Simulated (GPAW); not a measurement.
# Core-hole calculation of the Cl K edge in K3ClO (Pm), part 2 of 3

Aim: the near-edge shape at the Cl K edge of K3ClO (Pm), and what the core hole does to it.

GPAW 26.7.0; X-ray absorption from dipole matrix elements to empty bands, plane-wave PAW LDA.

So far. Step 2 (Ground state of the crystal): The mesh shows a gap of 0.85 eV, so the hole is first treated in a charged cell, without the excited electron. Step 3 (Spectrum without a core hole, Cl atom 4): Main maxima below 24 eV (height): 3.2 eV (2.03), 4.6 eV (2.07), 16.7 eV (1.58) and 21.3 eV (0.86). A K edge sees empty p states on the absorber.

**5. Spectrum with FCH, Cl atom 4**

The holes are 7.2 Å apart. In GPAW the data set carries the hole's charge, so charge=0 means a charged cell and charge=-1 a neutral one. The excited electron is left out and a uniform background balances the charge. After the field has converged, empty bands are computed with the density fixed and the dipole matrix elements are summed.

File xas.py:

```python
import numpy as np
from ase import Atoms
from ase.parallel import parprint, paropen
from gpaw import GPAW, PW, FermiDirac, Mixer, MixerDif, setup_paths
from gpaw.test import gen
setup_paths.insert(0, '.')
gen('Cl', name='fch1s', xcname='LDA', corehole=(1, 0, 1), write_xml=True)
from gpaw.mpi import world
world.barrier()

atoms = Atoms('K6Cl2O2',
    cell=[[5.10299038, 0, 5.14652504],
     [-5.14394718, 5.13676547, 0],
     [-5.14394718, -5.13676547, 0]],
    scaled_positions=[[0.02905632, 0.75652316, 0.75652316],
     [0.02905632, 0.25652316, 0.25652316],
     [0.96900341, 0.73301376, 0.23301376],
     [0.96900341, 0.23301376, 0.73301376],
     [0.50022143, 0.22965659, 0.22965659],
     [0.50022143, 0.7296566, 0.7296566],
     [0.5016102, 0.25161654, 0.75161654],
     [0.5016102, 0.75161654, 0.25161654],
     [0.00010864, 0.99303895, 0.99303895],
     [0.00010864, 0.49303895, 0.49303895]],
    pbc=True)
atoms.calc = calc = GPAW(legacy_gpaw=True, mode=PW(500, force_complex_dtype=True), xc='LDA', setups={6: 'fch1s'},
    kpts={'size': (3, 2, 2), 'gamma': True}, occupations=FermiDirac(0.02),
    charge=0, mixer=Mixer(0.1, 5, 50), maxiter=150,
    convergence={'density': 0.0001, 'eigenstates': 1e-6}, txt='scf.txt')
energy = atoms.get_potential_energy() + calc.get_reference_energy()
ef = calc.get_fermi_level()
out = dict(energy=energy, fermi=ef, forces=atoms.get_forces().tolist())
parprint(f'all-electron energy {energy:.4f} eV, Fermi level {ef:.4f} eV')
ev = np.array([[calc.get_eigenvalues(k, s) for k in range(len(calc.get_ibz_k_points()))] for s in range(calc.get_number_of_spins())])
out['homo'], out['lumo'], out['counts'] = ev[ev < ef].max(), ev[ev > ef].min(), sorted(set((ev < ef).sum((0, 2)).tolist()))
out['filled'] = (ev[:, 0] < ef).sum(1).tolist()

from ase.units import Ha
from gpaw.xas import dipole_matrix_elements
nb = int(calc.get_number_of_electrons() / 2) + 164
top, nb = nb, nb + 8 + nb // 12
nscf = calc.fixed_density(kpts={'size': (3, 3, 3), 'gamma': True}, nbands=nb,
    convergence={'bands': top, 'eigenstates': 5e-3}, maxiter=60, txt='nscf.txt')
cell = atoms.cell.array
ops = [cell.T @ U.T @ np.linalg.inv(cell.T) for U in nscf.wfs.kd.symmetry.op_scc]
filled = [40]  # bands filled in the ground state, by spin
E = np.arange(-6, 34, 0.1)
fwhm = np.interp(E, [4, 25], [0.9, 3.5])
Y, X, zero, highest = 0, 0, 1e9, 1e9
for spin in range(nscf.get_number_of_spins()):
    wfs = nscf.wfs
    mine = wfs.bd.get_slice()  # this rank's bands
    A = dipole_matrix_elements(wfs.setups[6])
    eps = np.zeros((wfs.kd.nibzkpts, nb))
    d = np.zeros((3, A.shape[1], wfs.kd.nibzkpts, nb), complex)
    for kpt in wfs.kpt_u:
        if kpt.s == spin and 6 in kpt.P_ani:
            eps[kpt.k, mine] = kpt.eps_n * Ha
            d[:, :, kpt.k, mine] = (kpt.weight * wfs.nspins / 2) ** 0.5 * np.inner(A, kpt.P_ani[6])
    world.sum(eps)
    world.sum(d)
    T = np.einsum('amkn,bmkn->abkn', d, d.conj()).real
    T = sum(np.einsum('ai,ijkn,bj->abkn', R, T, R) for R in ops) / len(ops)
    empty = np.ones_like(eps, bool) & (np.arange(nb) >= filled[spin])
    zero, highest = min(zero, eps[empty].min()), min(highest, eps[:, top - 1].min())
    lines = [(eps, T, empty)] if spin == 0 else lines + [(eps, T, empty)]
for eps, T, empty in lines:
    f = np.einsum('aakn->akn', T).reshape(3, -1)
    x = eps.ravel() - zero
    w = np.interp(x, E, fwhm) / 2.35482
    g = np.exp(-0.5 * ((E[:, None] - x) / w) ** 2) / (w * (2 * np.pi) ** 0.5)
    Y = Y + (f * empty.ravel()) @ g.T
    X = X + (f * ~empty.ravel()) @ g.T
out.update(E=E.round(2).tolist(), xas=Y.tolist(), xes=X.tolist(), zero=zero, valid=highest - zero, nk=len(eps), nb=nb)
for i in range(0, len(E), 10):
    parprint(f'{E[i]:7.2f}', *(f'{v:10.3e}' for v in Y[:, i]))
import json
with paropen('out.json', 'w') as f:
    json.dump(out, f)
```

Started as:

```sh
$ OMP_NUM_THREADS=1 mpirun -n 4 gpaw python xas.py
```

Numbers of over 12 decimals in the logs are rounded to 6 here.

The log of the run:

```text
Input parameters:
  convergence: {density: 0.0001,
                eigenstates: 1e-06}
  kpts: {gamma: True,
         size: (3, 2, 2)}
  maxiter: 150
  mixer: {backend: pulay,
          beta: 0.1,
          method: separate,
          nmaxold: 5,
          weight: 50}
  mode: {ecut: 500.0,
         force_complex_dtype: True,
         name: pw}
  occupations: {fixmagmom: False,
                name: fermi-dirac,
                width: 0.02}
  setups: {6: fch1s}

Initialize ...

[... PAW data sets ...]

Reference energy: -124302.026344  # eV

Spin-paired calculation

[... convergence settings ...]
Symmetries present (total): 1
  [... symmetry matrices ...]

12 k-points: 3 x 2 x 2 Monkhorst-Pack grid + [0.000000,1/4,1/4]
8 k-points in the irreducible part of the Brillouin zone
       k-points in crystal coordinates                weights
   0:     0.00000000    0.00000000    0.00000000          1/12
   1:     0.00000000    0.00000000    0.50000000          1/12
   2:     0.00000000    0.50000000    0.00000000          1/12
   3:     0.00000000    0.50000000    0.50000000          1/12
   4:     0.33333333    0.00000000    0.00000000          2/12
   5:     0.33333333    0.00000000    0.50000000          2/12
   6:     0.33333333    0.50000000    0.00000000          2/12
   7:     0.33333333    0.50000000    0.50000000          2/12

Wave functions: Plane wave expansion
  Cutoff energy: 500.000 eV
  Number of coefficients (min, max): 6867, 6925
  Pulay-stress correction: 0.000000 eV/Ang^3 (de/decut=0.000000)
  Using FFTW library
  Wavefunction extrapolation:
    Improved wavefunction reuse through dual PAW basis

Occupation numbers: Fermi-Dirac:
  width: 0.0200  # eV

Eigensolver
   Davidson(niter=2)

Densities:
  Coarse grid: 40*40*40 grid
  Fine grid: 80*80*80 grid
  Total Charge: 1.000000

Density mixing:
  Method: separate
  Backend: pulay
  Linear mixing parameter: 0.1
  old densities: 5
  Width of damping distribution: 1.1
  Damping of long wavelength oscillations: 50

[... Hamiltonian set-up ...]
Number of atoms: 10
Number of atomic orbitals: 46
Number of bands in calculation: 46
Number of valence electrons: 80
Bands to converge: occupied

... initialized

Initializing position-dependent things.

Density initialized from atomic densities
Creating initial wave functions:
  46 bands from LCAO basis set

                                   K

                             Cl K
                      K           K

                          Cl
               K            K
         O           O

Atomic positions and initial magnetic moments

Positions:
   0 K     -7.634756   -0.000000    0.149539    ( 0.0000,  0.0000,  0.0000)
   1 K     -2.490809   -0.000000    0.149539    ( 0.0000,  0.0000,  0.0000)
   2 K     -0.024379    2.568383    4.987000    ( 0.0000,  0.0000,  0.0000)
   3 K     -0.024379   -2.568383    4.987000    ( 0.0000,  0.0000,  0.0000)
   4 K      0.189942    0.000000    2.574402    ( 0.0000,  0.0000,  0.0000)
   5 K     -4.954005   -0.000000    2.574402    ( 0.0000,  0.0000,  0.0000)
   6 Cl    -2.600866   -2.568383    2.581549    ( 0.0000,  0.0000,  0.0000)
   7 Cl    -2.600866    2.568383    2.581549    ( 0.0000,  0.0000,  0.0000)
   8 O    -10.215725   -0.000000    0.000559    ( 0.0000,  0.0000,  0.0000)
   9 O     -5.071778    0.000000    0.000559    ( 0.0000,  0.0000,  0.0000)

Unit cell:
           periodic     x           y           z      points  spacing
  1. axis:    yes    5.102990    0.000000    5.146525    40     0.1287
  2. axis:    yes   -5.143947    5.136765    0.000000    40     0.1488
  3. axis:    yes   -5.143947   -5.136765    0.000000    40     0.1488

  Lengths:   7.247567   7.269563   7.269563
  Angles:   89.919951 119.882269 119.882269

Effective grid spacing dv^(1/3) = 0.1620

iter:   1   -62.365477
iter:   2   -57.116692   -0.97  -1.09
iter:   3   -52.382010   -0.54  -1.16
iter:   4   -52.969305   -1.36  -1.35
iter:   5   -51.692639   -1.22  -1.40
iter:   6   -52.679340   -0.84  -1.74
iter:   7   -51.622017   -1.43  -1.56
iter:   8   -51.856273   -1.56  -1.94
iter:   9   -51.649412   -2.30  -1.99
iter:  10   -51.672488   -1.97  -2.36
iter:  11   -51.635293c  -2.99  -2.28
iter:  12   -51.637912c  -4.26  -2.63
iter:  13   -51.637351c  -4.36  -2.60
iter:  14   -51.641662c  -2.83  -2.64
iter:  15   -51.642239c  -3.85  -2.68
iter:  16   -51.632323c  -3.24  -2.66
iter:  17   -51.632418c  -4.82  -3.25
iter:  18   -51.632632c  -4.92  -3.43
iter:  19   -51.632449c  -4.91  -3.53
iter:  20   -51.632451c  -6.01c -4.31c

Converged after 20 iterations.

Dipole moment: (-2.605540, -1.520894, 0.426850) |e|*Ang

Energy contributions relative to reference atoms: (reference = -124302.026344)

Kinetic:         -5.907023
Potential:       +1.036246
External:        +0.000000
XC:             -42.920735
Entropy (-ST):   -0.000017
Local:           -3.840931
SIC:             +0.000000
--------------------------
Free energy:    -51.632460
Extrapolated:   -51.632451

Showing only first 2 kpts
 Kpt  Band  Eigenvalues  Occupancy
  0    38      2.98605    1.99979
  0    39      2.98744    1.99978
  0    40      3.33459    0.00052
  0    41      5.61834    0.00000

  1    38      2.54676    2.00000
  1    39      2.55046    2.00000
  1    40      4.69756    0.00000
[...]
Fermi level: 3.16953

Gap: 0.347 eV
Transition (v -> c):
  (s=0, k=0, n=39, [0.00, 0.00, 0.00]) -> (s=0, k=0, n=40, [0.00, 0.00, 0.00])
No difference between direct/indirect transitions

Forces in eV/Ang:
  0 K     0.01330   -0.05302   -0.03476
  1 K     0.01330    0.05302   -0.03476
  2 K    -0.05057   -0.00000    0.04589
  3 K     0.07495    0.00000    0.03202
  4 K    -0.03180   -0.07990   -0.00650
  5 K    -0.03180    0.07990   -0.00650
  6 Cl    0.01064    0.00000   -0.00067
  7 Cl   -0.02242    0.00000    0.00508
  8 O     0.01275    0.01135   -0.00010
  9 O     0.01275   -0.01135   -0.00010
Scalar-relativistic atomic LDA calculation for Cl (Chlorine, Z=17)
Core hole in 1s state (1s occupation: 1.0)
450 radial gridpoints.
|------------------------------------------------|
|------------------------------------------------|
[... the atom generator's iteration count ...]

Energy contributions:
-------------------------
Kinetic:     +356.732518
XC:           -22.239746
Potential:   -690.338691
-------------------------
Total:       -355.845919

state      eigenvalue         ekin         rmax
-----------------------------------------------
1s^1.0 :  -107.726002   141.772241        0.059
2s^2.0 :   -10.972790    23.767707        0.349
2p^6.0 :    -8.968435    23.615349        0.282
3s^2.0 :    -1.303438     4.240034        1.185
3p^5.0 :    -0.820961     3.450540        1.257
-----------------------------------------------
(units: Bohr and Hartree)

Generating PAW setup
Kinetic energy of the core from tauc = 331.998599
Cutoffs:
rc(s)=1.500
rc(p)=1.500
rc(d)=1.500
rc(vbar)=1.350
rc(comp)=1.500
rc(nct)=1.500

Kinetic energy of the core states: 330.999752
Charge: 1.0
Core electrons: 9.0
Valence electrons: 7.0
Pseudo-core charge: 0.090694
Shape function alpha=4.444
Pseudo-electron charge 7.494753
state    eigenvalue         norm
--------------------------------
3s(2) :    -1.303438     1.198160
*s    :    -0.303438
3p(5) :    -0.820961     1.001548
*p    :     0.179039
*d    :     0.000000
--------------------------------

Diagonalizing with gridspacing h=0.050

state   all-electron     PAW
-------------------------------
3s:      -1.303438    -1.304343
3p:      -0.820961    -0.822054
*d:                   -0.151956
*f:                   -0.015229
-------------------------------
all-electron energy -124353.6588 eV, Fermi level 3.1695 eV
[...]
31.00  2.439e-06  2.479e-06  2.432e-06
  32.00  2.089e-06  2.077e-06  2.066e-06
  33.00  1.753e-06  1.719e-06  1.748e-06
```

The job ended after 1.7 min (4 MPI ranks of Intel Xeon Platinum 8488C (Sapphire Rapids), shared host; peak memory 0.5 GiB; 6.6 min of CPU time).

The Cl K spectrum, Cl atom 4, full core hole (charged cell) (energy from the lowest empty level; intensity scaled to a mean of 1 over the first 20 eV; polarised curves are means over the symmetry-equivalent atoms):

```csv
E (eV),isotropic,ε ∥ x,ε ∥ y,ε ∥ z
-2.0,0.00,0.00,0.00,0.00
-1.5,0.00,0.00,0.00,0.00
-1.0,0.00,0.00,0.00,0.00
-0.5,0.00,0.00,0.00,0.00
0.0,0.01,0.01,0.01,0.01
0.5,0.07,0.07,0.07,0.07
1.0,0.14,0.14,0.14,0.13
1.5,0.20,0.20,0.19,0.19
2.0,0.95,0.94,0.95,0.95
2.5,2.05,2.05,2.04,2.07
3.0,2.25,2.26,2.21,2.28
3.5,1.76,1.76,1.71,1.80
4.0,1.28,1.26,1.27,1.30
4.5,1.72,1.69,1.81,1.66
5.0,1.52,1.52,1.63,1.42
5.5,1.00,1.00,1.02,0.98
6.0,0.71,0.71,0.69,0.73
6.5,0.49,0.50,0.48,0.49
7.0,0.35,0.35,0.35,0.33
7.5,0.29,0.30,0.30,0.27
8.0,0.33,0.33,0.32,0.32
8.5,0.40,0.40,0.39,0.41
9.0,0.43,0.42,0.41,0.45
9.5,0.45,0.44,0.44,0.46
10.0,0.54,0.54,0.55,0.52
10.5,0.66,0.67,0.68,0.62
11.0,0.73,0.74,0.75,0.68
11.5,0.73,0.76,0.75,0.69
12.0,0.74,0.77,0.74,0.72
12.5,0.84,0.87,0.81,0.85
13.0,1.04,1.06,0.98,1.09
13.5,1.29,1.28,1.20,1.38
14.0,1.50,1.46,1.43,1.60
14.5,1.63,1.59,1.59,1.71
15.0,1.67,1.64,1.66,1.71
15.5,1.65,1.63,1.66,1.65
16.0,1.60,1.59,1.62,1.58
16.5,1.52,1.52,1.56,1.49
17.0,1.43,1.42,1.47,1.40
17.5,1.33,1.32,1.37,1.31
18.0,1.24,1.23,1.27,1.22
18.5,1.13,1.13,1.15,1.12
19.0,1.00,1.00,1.01,0.99
19.5,0.86,0.87,0.88,0.85
20.0,0.76,0.76,0.77,0.74
20.5,0.69,0.69,0.70,0.66
21.0,0.65,0.65,0.66,0.62
21.5,0.62,0.63,0.64,0.60
22.0,0.61,0.62,0.62,0.58
22.5,0.60,0.61,0.60,0.58
23.0,0.61,0.62,0.61,0.60
23.5,0.65,0.66,0.63,0.64
24.0,0.70,0.72,0.68,0.71
24.5,0.76,0.78,0.73,0.77
25.0,0.82,0.84,0.79,0.84
25.5,0.88,0.89,0.84,0.90
26.0,0.94,0.95,0.90,0.96
26.5,1.01,1.02,0.98,1.04
27.0,1.12,1.11,1.09,1.14
27.5,1.24,1.23,1.23,1.27
28.0,1.37,1.34,1.36,1.39
28.5,1.47,1.44,1.48,1.50
29.0,1.54,1.50,1.56,1.56
29.5,1.56,1.52,1.58,1.57
30.0,1.53,1.50,1.55,1.53
30.5,1.47,1.45,1.49,1.46
```

Main maxima below 24 eV (height): 2.9 eV (2.25), 4.6 eV (1.76) and 15.0 eV (1.67). 

The hole costs E(hole) − E(ground) = 2822.46 eV, and the lowest empty level of the hole cell on the spectrum's mesh lies at 3.34 eV, which puts the zero at 2825.80 eV. One term is added: -17.80 eV, since the hole is spin-paired here and a spin-polarised one costs that much less in the free atom (computed apart). The photon energy is then 2808.00 eV. The functional and the charged cell's background leave an error in such absolute values: in the free atom LDA prices this hole 9.7 eV below PBE (computed apart), and PBE is itself good to a few eV.

**6. Excitation energy, Cl atom 4**

With the excited electron kept in the cell the system stays neutral, and the energy difference is an excitation energy by itself. In a small cell that electron takes up a good share of the lowest empty band, or all of one, which shifts the value from the true onset.

Changed against the first core-hole run: core hole to XCH, with the smearing that suits a partly filled band.

File scf.py:

```python
import numpy as np
from ase import Atoms
from ase.parallel import parprint, paropen
from gpaw import GPAW, PW, FermiDirac, Mixer, MixerDif, setup_paths
from gpaw.test import gen
setup_paths.insert(0, '.')
gen('Cl', name='fch1s', xcname='LDA', corehole=(1, 0, 1), write_xml=True)
from gpaw.mpi import world
world.barrier()

atoms = Atoms('K6Cl2O2',
    cell=[[5.10299038, 0, 5.14652504],
     [-5.14394718, 5.13676547, 0],
     [-5.14394718, -5.13676547, 0]],
    scaled_positions=[[0.02905632, 0.75652316, 0.75652316],
     [0.02905632, 0.25652316, 0.25652316],
     [0.96900341, 0.73301376, 0.23301376],
     [0.96900341, 0.23301376, 0.73301376],
     [0.50022143, 0.22965659, 0.22965659],
     [0.50022143, 0.7296566, 0.7296566],
     [0.5016102, 0.25161654, 0.75161654],
     [0.5016102, 0.75161654, 0.25161654],
     [0.00010864, 0.99303895, 0.99303895],
     [0.00010864, 0.49303895, 0.49303895]],
    pbc=True)
atoms.calc = calc = GPAW(legacy_gpaw=True, mode=PW(500, force_complex_dtype=True), xc='LDA', setups={6: 'fch1s'},
    kpts={'size': (3, 2, 2), 'gamma': True}, occupations=FermiDirac(0.04),
    charge=-1, mixer=Mixer(0.1, 5, 50), maxiter=150,
    convergence={'density': 0.0001, 'eigenstates': 1e-6}, txt='scf.txt')
energy = atoms.get_potential_energy() + calc.get_reference_energy()
ef = calc.get_fermi_level()
out = dict(energy=energy, fermi=ef, forces=atoms.get_forces().tolist())
parprint(f'all-electron energy {energy:.4f} eV, Fermi level {ef:.4f} eV')
ev = np.array([[calc.get_eigenvalues(k, s) for k in range(len(calc.get_ibz_k_points()))] for s in range(calc.get_number_of_spins())])
out['homo'], out['lumo'], out['counts'] = ev[ev < ef].max(), ev[ev > ef].min(), sorted(set((ev < ef).sum((0, 2)).tolist()))
out['filled'] = (ev[:, 0] < ef).sum(1).tolist()
import json
with paropen('out.json', 'w') as f:
    json.dump(out, f)
```

Started as:

```sh
$ OMP_NUM_THREADS=1 mpirun -n 4 gpaw python scf.py
```

The log of the run:

```text
Input parameters:
  charge: -1
  convergence: {density: 0.0001,
                eigenstates: 1e-06}
  kpts: {gamma: True,
         size: (3, 2, 2)}
  maxiter: 150
  mixer: {backend: pulay,
          beta: 0.1,
          method: separate,
          nmaxold: 5,
          weight: 50}
  mode: {ecut: 500.0,
         force_complex_dtype: True,
         name: pw}
  occupations: {fixmagmom: False,
[...]
3s(2) :    -1.303438     1.198160
*s    :    -0.303438
3p(5) :    -0.820961     1.001548
*p    :     0.179039
*d    :     0.000000
--------------------------------

Diagonalizing with gridspacing h=0.050

state   all-electron     PAW
-------------------------------
3s:      -1.303438    -1.304343
3p:      -0.820961    -0.822054
*d:                   -0.151956
*f:                   -0.015229
-------------------------------
all-electron energy -124349.5114 eV, Fermi level 4.3633 eV
[key lines of the parts left out:]
Converged after 18 iterations.
Dipole moment: (-2.579368, -1.188461, 0.429568) |e|*Ang
Free energy:    -47.493300
Fermi level: 4.36334
```

Elapsed: 22 s, on 4 MPI ranks; peak memory 0.29 GiB; 86 s of CPU time.

The total-energy difference is 2826.61 eV. With the free-atom term of -17.80 eV for this edge, the photon energy is 2808.81 eV.

**7. Spectrum with HCH, Cl atom 4**

The holes are 7.2 Å apart. The data set carries half a charge, which charge=0 leaves uncompensated but for the background. Half a hole is Slater's transition state, a compromise that weakens the attraction. After the field has converged, empty bands are computed with the density fixed and the dipole matrix elements are summed.

Changed against the first core-hole run: core hole from full to half.

xas.py: that of step 5 with these lines changed.

```diff
@@ -6,3 +6,3 @@
 setup_paths.insert(0, '.')
-gen('Cl', name='fch1s', xcname='LDA', corehole=(1, 0, 1), write_xml=True)
+gen('Cl', name='hch1s', xcname='LDA', corehole=(1, 0, 0.5), write_xml=True)
 from gpaw.mpi import world
@@ -25,3 +25,3 @@
     pbc=True)
-atoms.calc = calc = GPAW(legacy_gpaw=True, mode=PW(500, force_complex_dtype=True), xc='LDA', setups={6: 'fch1s'},
+atoms.calc = calc = GPAW(legacy_gpaw=True, mode=PW(500, force_complex_dtype=True), xc='LDA', setups={6: 'hch1s'},
     kpts={'size': (3, 2, 2), 'gamma': True}, occupations=FermiDirac(0.02),
```

Started as:

```sh
$ OMP_NUM_THREADS=1 mpirun -n 4 gpaw python xas.py
```

The log of the run:

```text
Input parameters:
  convergence: {density: 0.0001,
                eigenstates: 1e-06}
  kpts: {gamma: True,
         size: (3, 2, 2)}
  maxiter: 150
  mixer: {backend: pulay,
          beta: 0.1,
          method: separate,
          nmaxold: 5,
          weight: 50}
  mode: {ecut: 500.0,
         force_complex_dtype: True,
         name: pw}
  occupations: {fixmagmom: False,
                name: fermi-dirac,
[...]
*p    :     0.446985
*d    :     0.000000
--------------------------------

Diagonalizing with gridspacing h=0.050

state   all-electron     PAW
-------------------------------
3s:      -1.016569    -1.017370
3p:      -0.553015    -0.553825
*d:                   -0.016623
*f:                    0.032295
-------------------------------
all-electron energy -125787.4564 eV, Fermi level 3.1462 eV
[...]
32.00  2.510e-06  2.523e-06  2.500e-06
  33.00  2.127e-06  2.096e-06  2.123e-06
[key lines of the parts left out:]
Converged after 20 iterations.
Dipole moment: (-2.601004, -0.690146, 0.424224) |e|*Ang
Free energy:    -43.617023
Fermi level: 3.14618
```

The job ended after 98 s (4 MPI ranks; peak memory 0.5 GiB; 6.5 min of CPU time).

```csv
E (eV),first run,this run
-2.0,0.00,0.00
-1.0,0.00,0.00
0.0,0.01,0.01
1.0,0.14,0.17
2.0,0.95,0.83
3.0,2.25,2.05
4.0,1.28,1.39
5.0,1.52,1.84
6.0,0.71,0.99
7.0,0.35,0.44
8.0,0.33,0.32
9.0,0.43,0.46
10.0,0.54,0.52
11.0,0.73,0.61
12.0,0.74,0.62
13.0,1.04,0.87
14.0,1.50,1.27
15.0,1.67,1.49
16.0,1.60,1.55
17.0,1.43,1.51
18.0,1.24,1.36
19.0,1.00,1.09
20.0,0.76,0.81
21.0,0.65,0.67
22.0,0.61,0.61
23.0,0.61,0.59
24.0,0.70,0.65
25.0,0.82,0.75
26.0,0.94,0.82
27.0,1.12,0.94
28.0,1.37,1.16
29.0,1.54,1.38
30.0,1.53,1.48
```

The scaled spectrum changes by 13 % r.m.s. The highest intensity below 16 eV goes from 2.9 eV (2.25) to 3.1 eV (2.06).

(Continued in part 3 of 3.)

[Banner, clock and machine lines of the logs are left out without a mark of their own.]

[Logs are printed without paths, hosts, clocks, repeated set-up lines and the standing remarks that a program may print on its own settings, such as how far it seeks lower states.]

[Hosts, paths, dates, database ids (printed as entryN), source tags and the programs' standing remarks are cut or masked in the printed files.]

[Lists of maxima count a maximum above −3 eV only where it reaches 4 % of the highest in the window and stands out from its surroundings by 2 % of it (1.5 % where it reaches 55 %); shoulders and weaker maxima are passed over, and of the rest the first, up to two pre-edge ones and the few strongest are named.]
